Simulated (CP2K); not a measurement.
Consider methylketene at its PBE geometry (Å).

```xyz
8

C    -0.9191   -0.3318   -0.1078
C     0.2895    0.5041    0.2510
C     1.5305    0.1644   -0.0318
O     2.6427   -0.1405   -0.2862
H    -0.6291   -1.2503   -0.6319
H    -1.6047    0.2251   -0.7629
H    -1.4788   -0.6231    0.7930
H     0.1690    1.4521    0.7767
```

Method: CP2K XAS_TDP, all-electron GAPW, PBEh(45%), aug-cc-pVDZ, TDA, GW2X-corrected core level, no relativity.

Where do the C K-edge lines lie, and how strong are they?

Leading lines: C1 289.60 eV, C2 289.22 eV and C3 288.95 eV. The leading line of an atom is its first one with 35 % of the strongest within 2.5 eV of its lowest line over the strength cut. Core ionisation energies at this level: C2 292.15, C3 296.26 and C1 292.74 eV.

The first six lines of each atom with a strength over 0.0015:

| atom | energy (eV) | states | strength, one atom | above the computed threshold |
| --- | --- | --- | --- | --- |
| C1 (bonded to C and 3 H) | 289.60 | 1 | 0.0083 |  |
|  | 290.63 | 1 | 0.0128 |  |
|  | 291.27 | 1 | 0.0222 |  |
|  | 291.34 | 1 | 0.0216 |  |
|  | 292.64 | 1 | 0.0048 |  |
|  | 293.02 | 1 | 0.0038 | yes |
| C2 (bonded to 2 C and H) | 289.22 | 1 | 0.0408 |  |
|  | 290.14 | 1 | 0.0040 |  |
|  | 290.88 | 1 | 0.0078 |  |
|  | 291.25 | 1 | 0.0037 |  |
|  | 292.21 | 1 | 0.0015 | yes |
|  | 292.30 | 1 | 0.0048 | yes |
| C3 (bonded to C and O) | 288.95 | 1 | 0.0730 |  |
|  | 292.15 | 1 | 0.0691 |  |
|  | 296.43 | 1 | 0.0017 | yes |
|  | 300.86 | 1 | 0.0041 | yes |
|  | 301.14 | 1 | 0.0016 | yes |
|  | 301.93 | 1 | 0.0042 | yes |

Lines are vertical, at one geometry, with no vibrational structure. GW2X ionisation energies and lines can be off by 1 to 2 eV either way, and a good line position may hide errors that cancel. These values hold no scalar relativity, about 0.1 eV for C 1s. Rydberg lines, and the discretised continuum above threshold, depend on the basis and the box.

[Banner, clock and machine lines of the logs are left out without a mark of their own.]

[Logs are printed without paths, hosts, clocks, repeated set-up lines and the standing remarks that a program may print on its own settings, such as how far it seeks lower states.]

[Hosts, paths, dates, database ids (printed as entryN), source tags and the programs' standing remarks are cut or masked in the printed files.]
